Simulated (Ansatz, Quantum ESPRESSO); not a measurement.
# From contact to tunnelling: vacuum gaps between two Li(110) faces, part 2 of 5

Wanted: T at the Fermi level along a series, and its decay constant, for vacuum gaps between two Li(110) faces.

Quantum ESPRESSO 7.5; plane-wave DFT, PBE, GBRV ultrasoft pseudopotentials; cross-check by Ansatz 0.2.0 with PAW datasets.

So far. Step 2 (Ground state, 5 Å): The run needed 38 iterations to bring the estimated error under 1e-07 Ry; the largest force on any atom, held or free, is 0.08 eV/Å.

## Step 3: The open system, 5 Å

Level of this step: transmission by pwcond, lead and junction from one cell; plane-wave DFT, PBE, GBRV ultrasoft pseudopotentials (Quantum ESPRESSO).

prefixt takes both regions from one run: the lead from 0 to bdl, the scattering region from bdl to bds (units of alat). ikind = 1 puts the same lead on both sides. The program's T_tot counts both spins in a run without spin; the tables below give T per spin.

File j0.cond.in:

```
&inputcond
  outdir = './out'
  prefixt = 'j0.scf'
  tran_file = 'j0.cond.dat'
  bdl = 1.4142135610
  bds = 9.2316629651
  ikind = 1
  ewind = 4.0
  epsproj = 1e-05
  nz1 = 7
  energy0 = 0.4
  denergy = -0.4
/
21
  0.00000000 0.00000000 0.01562500
  0.00000000 0.12500000 0.03125000
  0.00000000 0.25000000 0.03125000
  0.00000000 0.37500000 0.03125000
  0.00000000 0.50000000 0.01562500
  0.12500000 0.00000000 0.06250000
  0.12500000 0.25000000 0.06250000
  0.12500000 0.37500000 0.06250000
  0.12500000 0.50000000 0.06250000
  0.25000000 0.00000000 0.06250000
  0.25000000 0.12500000 0.03125000
  0.25000000 0.37500000 0.06250000
  0.25000000 0.50000000 0.06250000
  0.25000000 0.62500000 0.03125000
  0.37500000 0.00000000 0.06250000
  0.37500000 0.12500000 0.06250000
  0.37500000 0.50000000 0.06250000
  0.37500000 0.62500000 0.06250000
  0.50000000 0.00000000 0.03125000
  0.50000000 0.12500000 0.06250000
  0.50000000 0.25000000 0.03125000
3
```

The run is started by

```sh
$ OMP_NUM_THREADS=1 mpirun -n 2 pwcond.x -in j0.cond.in > j0.cond.out
```

The log of the run:

```text
[banner, memory and clock lines left out]
Program PWCOND v.7.5 starts

          URL

     ./out/j0.scf.save/

     IMPORTANT: XC functional enforced from input :
     Exchange-correlation= PBE
                           (   1   4   3   4   0   0   0)
     Any further DFT definition will be discarded
     Please, verify this is what you really want

     Reading collected, re-writing distributed wavefunctions

===== INPUT FILE containing all the regions =====

     GEOMETRY:

     lattice parameter (alat)  =       6.5007  a.u.
     the volume                =    1793.2336 (a.u.)^3
     the cross section         =      29.8813 (a.u.)^2
     l of the unit cell        =       9.2317 (alat)
     number of atoms/cell      =           12
     number of atomic types    =            1

     crystal axes: (cart. coord. in units of alat)
               a(1) = (  1.0000  0.0000  0.0000 )
               a(2) = (  0.5000  0.7071  0.0000 )
               a(3) = (  0.0000  0.0000  9.2317 )

   Cartesian axes

     site n.     atom                  positions (alat units)
          1        Li     tau(  1)=(  0.0000  0.0000  9.2317  )
          2        Li     tau(  2)=(  0.5000  0.0000  0.7071  )
          3        Li     tau(  3)=(  0.0000  0.0000  1.4142  )
          4        Li     tau(  4)=(  0.5000  0.0000  2.1213  )
          5        Li     tau(  5)=(  0.0000  0.0000  2.8284  )
          6        Li     tau(  6)=(  0.5000  0.0000  3.5355  )
          7        Li     tau(  7)=(  0.0000  0.0000  4.9890  )
          8        Li     tau(  8)=(  0.5000  0.0000  5.6961  )
          9        Li     tau(  9)=(  0.0000  0.0000  6.4032  )
         10        Li     tau( 10)=(  0.5000  0.0000  7.1103  )
         11        Li     tau( 11)=(  0.0000  0.0000  7.8174  )
         12        Li     tau( 12)=(  0.5000  0.0000  8.5246  )

     nr1s                      =           27
     nr2s                      =           24
     nr3s                      =          243
     nr1sx                     =           27
     nr2sx                     =           24
     nr3sx                     =          243
     nr1                       =           30
     nr2                       =           25
     nr3                       =          288
     nr1x                      =           30
     nr2x                      =           25
     nr3x                      =          288

 _______________________________
  Radii of nonlocal spheres:

     type       ibeta     ang. mom.          radius (alat units)
       Li         1         0                    0.3102
       Li         2         0                    0.3102
       Li         3         0                    0.3102
       Li         4         1                    0.3102
       Li         5         1                    0.3102
----- General information -----

--- T calc. with identical leads (ikind=1) ---

     nrx                       =           27
     nry                       =           24
     nz1                       =            7

     energy0               =         4.0E-01
     denergy               =        -4.0E-01
     nenergy               =          3
     ecut2d                =         4.0E+01
     ewind                 =         4.0E+00
     epsproj               =         1.0E-05

     number of k_|| points=   21
                       cryst. coord.
        k(    1) = (   0.0000000   0.0000000), wk =   0.0156250
        k(    2) = (   0.0000000   0.1250000), wk =   0.0312500
        k(    3) = (   0.0000000   0.2500000), wk =   0.0312500
        k(    4) = (   0.0000000   0.3750000), wk =   0.0312500
        k(    5) = (   0.0000000   0.5000000), wk =   0.0156250
        k(    6) = (   0.1250000   0.0000000), wk =   0.0625000
        k(    7) = (   0.1250000   0.2500000), wk =   0.0625000
        k(    8) = (   0.1250000   0.3750000), wk =   0.0625000
        k(    9) = (   0.1250000   0.5000000), wk =   0.0625000
        k(   10) = (   0.2500000   0.0000000), wk =   0.0625000
        k(   11) = (   0.2500000   0.1250000), wk =   0.0312500
        k(   12) = (   0.2500000   0.3750000), wk =   0.0625000
        k(   13) = (   0.2500000   0.5000000), wk =   0.0625000
        k(   14) = (   0.2500000   0.6250000), wk =   0.0312500
        k(   15) = (   0.3750000   0.0000000), wk =   0.0625000
        k(   16) = (   0.3750000   0.1250000), wk =   0.0625000
        k(   17) = (   0.3750000   0.5000000), wk =   0.0625000
        k(   18) = (   0.3750000   0.6250000), wk =   0.0625000
        k(   19) = (   0.5000000   0.0000000), wk =   0.0312500
        k(   20) = (   0.5000000   0.1250000), wk =   0.0625000
        k(   21) = (   0.5000000   0.2500000), wk =   0.0312500
----- Information about left/right lead -----

     nocros                   =            9
     noins                    =            9
     norb                     =           27
     norbf                    =           99
     nrz                      =           37

      iorb      type   ibeta   ang. mom.   m       position (alat)
        1        1       1        0        1   taunew(   1)=(  0.0000  0.0000  0.0000)
        2        1       2        0        1   taunew(   2)=(  0.0000  0.0000  0.0000)
        3        1       3        0        1   taunew(   3)=(  0.0000  0.0000  0.0000)
        4        1       4        1        1   taunew(   4)=(  0.0000  0.0000  0.0000)
        5        1       4        1        2   taunew(   5)=(  0.0000  0.0000  0.0000)
        6        1       4        1        3   taunew(   6)=(  0.0000  0.0000  0.0000)
        7        1       5        1        1   taunew(   7)=(  0.0000  0.0000  0.0000)
        8        1       5        1        2   taunew(   8)=(  0.0000  0.0000  0.0000)
        9        1       5        1        3   taunew(   9)=(  0.0000  0.0000  0.0000)
       10        1       1        0        1   taunew(  10)=(  0.5000  0.0000  0.7071)
       11        1       2        0        1   taunew(  11)=(  0.5000  0.0000  0.7071)
       12        1       3        0        1   taunew(  12)=(  0.5000  0.0000  0.7071)
       13        1       4        1        1   taunew(  13)=(  0.5000  0.0000  0.7071)
       14        1       4        1        2   taunew(  14)=(  0.5000  0.0000  0.7071)
       15        1       4        1        3   taunew(  15)=(  0.5000  0.0000  0.7071)
       16        1       5        1        1   taunew(  16)=(  0.5000  0.0000  0.7071)
       17        1       5        1        2   taunew(  17)=(  0.5000  0.0000  0.7071)
       18        1       5        1        3   taunew(  18)=(  0.5000  0.0000  0.7071)
       19        1       1        0        1   taunew(  19)=(  0.0000  0.0000  1.4142)
[...]
47        1       2        0        1   taunew(  47)=(  0.5000  0.0000  4.2819)
       48        1       3        0        1   taunew(  48)=(  0.5000  0.0000  4.2819)
       49        1       4        1        1   taunew(  49)=(  0.5000  0.0000  4.2819)
       50        1       4        1        2   taunew(  50)=(  0.5000  0.0000  4.2819)
       51        1       4        1        3   taunew(  51)=(  0.5000  0.0000  4.2819)
       52        1       5        1        1   taunew(  52)=(  0.5000  0.0000  4.2819)
       53        1       5        1        2   taunew(  53)=(  0.5000  0.0000  4.2819)
       54        1       5        1        3   taunew(  54)=(  0.5000  0.0000  4.2819)
       55        1       1        0        1   taunew(  55)=(  0.0000  0.0000  4.9890)
       56        1       2        0        1   taunew(  56)=(  0.0000  0.0000  4.9890)
       57        1       3        0        1   taunew(  57)=(  0.0000  0.0000  4.9890)
       58        1       4        1        1   taunew(  58)=(  0.0000  0.0000  4.9890)
       59        1       4        1        2   taunew(  59)=(  0.0000  0.0000  4.9890)
       60        1       4        1        3   taunew(  60)=(  0.0000  0.0000  4.9890)
       61        1       5        1        1   taunew(  61)=(  0.0000  0.0000  4.9890)
       62        1       5        1        2   taunew(  62)=(  0.0000  0.0000  4.9890)
       63        1       5        1        3   taunew(  63)=(  0.0000  0.0000  4.9890)
       64        1       1        0        1   taunew(  64)=(  0.5000  0.0000  5.6961)
       65        1       2        0        1   taunew(  65)=(  0.5000  0.0000  5.6961)
       66        1       3        0        1   taunew(  66)=(  0.5000  0.0000  5.6961)
       67        1       4        1        1   taunew(  67)=(  0.5000  0.0000  5.6961)
       68        1       4        1        2   taunew(  68)=(  0.5000  0.0000  5.6961)
       69        1       4        1        3   taunew(  69)=(  0.5000  0.0000  5.6961)
       70        1       5        1        1   taunew(  70)=(  0.5000  0.0000  5.6961)
       71        1       5        1        2   taunew(  71)=(  0.5000  0.0000  5.6961)
       72        1       5        1        3   taunew(  72)=(  0.5000  0.0000  5.6961)
       73        1       1        0        1   taunew(  73)=(  0.0000  0.0000  6.4032)
       74        1       2        0        1   taunew(  74)=(  0.0000  0.0000  6.4032)
       75        1       3        0        1   taunew(  75)=(  0.0000  0.0000  6.4032)
       76        1       4        1        1   taunew(  76)=(  0.0000  0.0000  6.4032)
       77        1       4        1        2   taunew(  77)=(  0.0000  0.0000  6.4032)
       78        1       4        1        3   taunew(  78)=(  0.0000  0.0000  6.4032)
       79        1       5        1        1   taunew(  79)=(  0.0000  0.0000  6.4032)
       80        1       5        1        2   taunew(  80)=(  0.0000  0.0000  6.4032)
       81        1       5        1        3   taunew(  81)=(  0.0000  0.0000  6.4032)
       82        1       1        0        1   taunew(  82)=(  0.5000  0.0000  7.1103)
       83        1       2        0        1   taunew(  83)=(  0.5000  0.0000  7.1103)
       84        1       3        0        1   taunew(  84)=(  0.5000  0.0000  7.1103)
       85        1       4        1        1   taunew(  85)=(  0.5000  0.0000  7.1103)
       86        1       4        1        2   taunew(  86)=(  0.5000  0.0000  7.1103)
       87        1       4        1        3   taunew(  87)=(  0.5000  0.0000  7.1103)
       88        1       5        1        1   taunew(  88)=(  0.5000  0.0000  7.1103)
       89        1       5        1        2   taunew(  89)=(  0.5000  0.0000  7.1103)
       90        1       5        1        3   taunew(  90)=(  0.5000  0.0000  7.1103)
       91        1       1        0        1   taunew(  91)=(  0.0000  0.0000  7.8174)
       92        1       2        0        1   taunew(  92)=(  0.0000  0.0000  7.8174)
       93        1       3        0        1   taunew(  93)=(  0.0000  0.0000  7.8174)
       94        1       4        1        1   taunew(  94)=(  0.0000  0.0000  7.8174)
       95        1       4        1        2   taunew(  95)=(  0.0000  0.0000  7.8174)
       96        1       4        1        3   taunew(  96)=(  0.0000  0.0000  7.8174)
       97        1       5        1        1   taunew(  97)=(  0.0000  0.0000  7.8174)
       98        1       5        1        2   taunew(  98)=(  0.0000  0.0000  7.8174)
       99        1       5        1        3   taunew(  99)=(  0.0000  0.0000  7.8174)
 ngper, shell number =           95          24
 ngper, n2d =           95          49
---  E-Ef =    0.4000000  k =    0.0000000   0.0000000
---  ie =          1  ik =          1
 Nchannels of the left tip =            0
 Right moving states:
   k1(2pi/a)   k2(2pi/a)   E-Ef (eV)
 Left moving states:
   k1(2pi/a)   k2(2pi/a)   E-Ef (eV)

 to transmit
          E-Ef(ev), T =    0.4000000   0.0000000
---  E-Ef =    0.0000000  k =    0.0000000   0.0000000
---  ie =          2  ik =          1
 Nchannels of the left tip =            1
 Right moving states:
   k1(2pi/a)   k2(2pi/a)   E-Ef (eV)
  -0.0792113   0.0000117   0.0000000
 Left moving states:
   k1(2pi/a)   k2(2pi/a)   E-Ef (eV)
   0.0792113   0.0000117   0.0000000

 to transmit
 Band j to band i transmissions and reflections:
    j         i     |T_ij|^2    |R_ij|^2

    1 -->     1     0.62787     0.37213
   Total T_j, R_j =    0.62787  0.37213

E-Ef(ev), T(x2 spins) =    0.0000000   1.2557307
---  E-Ef =   -0.4000000  k =    0.0000000   0.0000000
---  ie =          3  ik =          1
 Nchannels of the left tip =            1
 Right moving states:
   k1(2pi/a)   k2(2pi/a)   E-Ef (eV)
  -0.1533395   0.0000123  -0.4000000
 Left moving states:
   k1(2pi/a)   k2(2pi/a)   E-Ef (eV)
   0.1533395   0.0000123  -0.4000000

 to transmit
 Band j to band i transmissions and reflections:
    j         i     |T_ij|^2    |R_ij|^2

    1 -->     1     0.99963     0.00037
   Total T_j, R_j =    0.99963  0.00037

E-Ef(ev), T(x2 spins) =   -0.4000000   1.9992504
 ngper, shell number =           93          50
 ngper, n2d =           93          49
[... further energies and points left out ...]
---  E-Ef =    0.4000000  k =    0.5000000   0.2500000
---  ie =          1  ik =         21
 Nchannels of the left tip =            1
 Right moving states:
   k1(2pi/a)   k2(2pi/a)   E-Ef (eV)
  -0.4009780   0.0000082   0.4000000
 Left moving states:
   k1(2pi/a)   k2(2pi/a)   E-Ef (eV)
   0.4009780   0.0000082   0.4000000

 to transmit
 Band j to band i transmissions and reflections:
    j         i     |T_ij|^2    |R_ij|^2

    1 -->     1     0.10423     0.89577
   Total T_j, R_j =    0.10423  0.89577

E-Ef(ev), T(x2 spins) =    0.4000000   0.2084564
---  E-Ef =    0.0000000  k =    0.5000000   0.2500000
---  ie =          2  ik =         21
 Nchannels of the left tip =            1
 Right moving states:
   k1(2pi/a)   k2(2pi/a)   E-Ef (eV)
  -0.4794611   0.0000098   0.0000000
 Left moving states:
   k1(2pi/a)   k2(2pi/a)   E-Ef (eV)
   0.4794611   0.0000098   0.0000000

 to transmit
 Band j to band i transmissions and reflections:
    j         i     |T_ij|^2    |R_ij|^2

    1 -->     1     0.07319     0.92681
   Total T_j, R_j =    0.07319  0.92681

E-Ef(ev), T(x2 spins) =    0.0000000   0.1463754
---  E-Ef =   -0.4000000  k =    0.5000000   0.2500000
---  ie =          3  ik =         21
 Nchannels of the left tip =            1
 Right moving states:
   k1(2pi/a)   k2(2pi/a)   E-Ef (eV)
   0.4272730   0.0000115  -0.4000000
 Left moving states:
   k1(2pi/a)   k2(2pi/a)   E-Ef (eV)
  -0.4272730   0.0000115  -0.4000000

 to transmit
 Band j to band i transmissions and reflections:
    j         i     |T_ij|^2    |R_ij|^2

    1 -->     1     0.04528     0.95472
   Total T_j, R_j =    0.04528  0.95472

E-Ef(ev), T(x2 spins) =   -0.4000000   0.0905599
   T_tot     0.40000      0.53994E+00
   T_tot     0.00000      0.52047E+00
   T_tot    -0.40000      0.38947E+00

Note: The following floating-point exceptions are signalling: IEEE_UNDERFLOW_FLAG
Note: The following floating-point exceptions are signalling: IEEE_UNDERFLOW_FLAG
```

Wall time 82 s (2 MPI ranks of Arm Neoverse N1, shared host); peak memory 0.12 GiB; 2.7 min of CPU time.

This step gave:

- lead channels at the Fermi level, one spin: 0.9219
- transmission at the Fermi level, one spin: 0.2602
- conductance: 0.2602 G₀

Per spin; mean over the k mesh across the current. The open channels, zone mean by energy, zero at the Fermi level:

```csv
energy (eV),"open channels, zone mean"
-0.400,0.734
0.000,0.922
0.400,0.922
```

Per spin; mean over the k mesh across the current. The transmission, zone mean by energy, zero at the Fermi level:

```csv
energy (eV),"transmission, zone mean"
-0.400,0.195
0.000,0.260
0.400,0.270
```

At 0.000 eV; k in fractions of b1, b2. Transmission by k point:

```csv
k1,k2,weight,t,channels
0,0,0.01562,0.6279,1
0,0.125,0.03125,0.9996,1
0,0.25,0.03125,0.3362,1
0,0.375,0.03125,0.04412,1
0,0.5,0.01562,0,0
0.125,0,0.0625,0.9883,1
0.125,0.25,0.0625,0.6006,1
0.125,0.375,0.0625,0.1028,1
0.125,0.5,0.0625,0.001884,1
0.25,0,0.0625,0.5387,1
0.25,0.125,0.03125,0.8149,1
0.25,0.375,0.0625,0.1524,1
0.25,0.5,0.0625,0.01874,1
0.25,0.625,0.03125,0,0
0.375,0,0.0625,0.1238,1
0.375,0.125,0.0625,0.2551,1
0.375,0.5,0.0625,0.02387,1
0.375,0.625,0.0625,0,0
0.5,0,0.03125,0.01153,2
0.5,0.125,0.0625,0.0609,1
0.5,0.25,0.03125,0.07319,1
```

[end of part 2 of 5]

[Long decimals in the printed logs are rounded to 6 places.]

[Repeated lines of the later SCF iterations (solver, time, negative density, dipole) and banner, clock, host and MPI lines are left out of these logs without a mark at each place.]

[Logs are printed without paths, hosts, clocks, repeated set-up lines and the standing remarks that a program may print on its own settings, such as how far it seeks lower states.]

[Hosts, paths, dates, database ids (printed as entryN), source tags and the programs' standing remarks are cut or masked in the printed files.]

[Maps of the electrostatic potential energy from Ansatz leave out the sawtooth potential of an applied field or a dipole correction, so their vacuum need not be flat; planar profiles and work functions include it.]
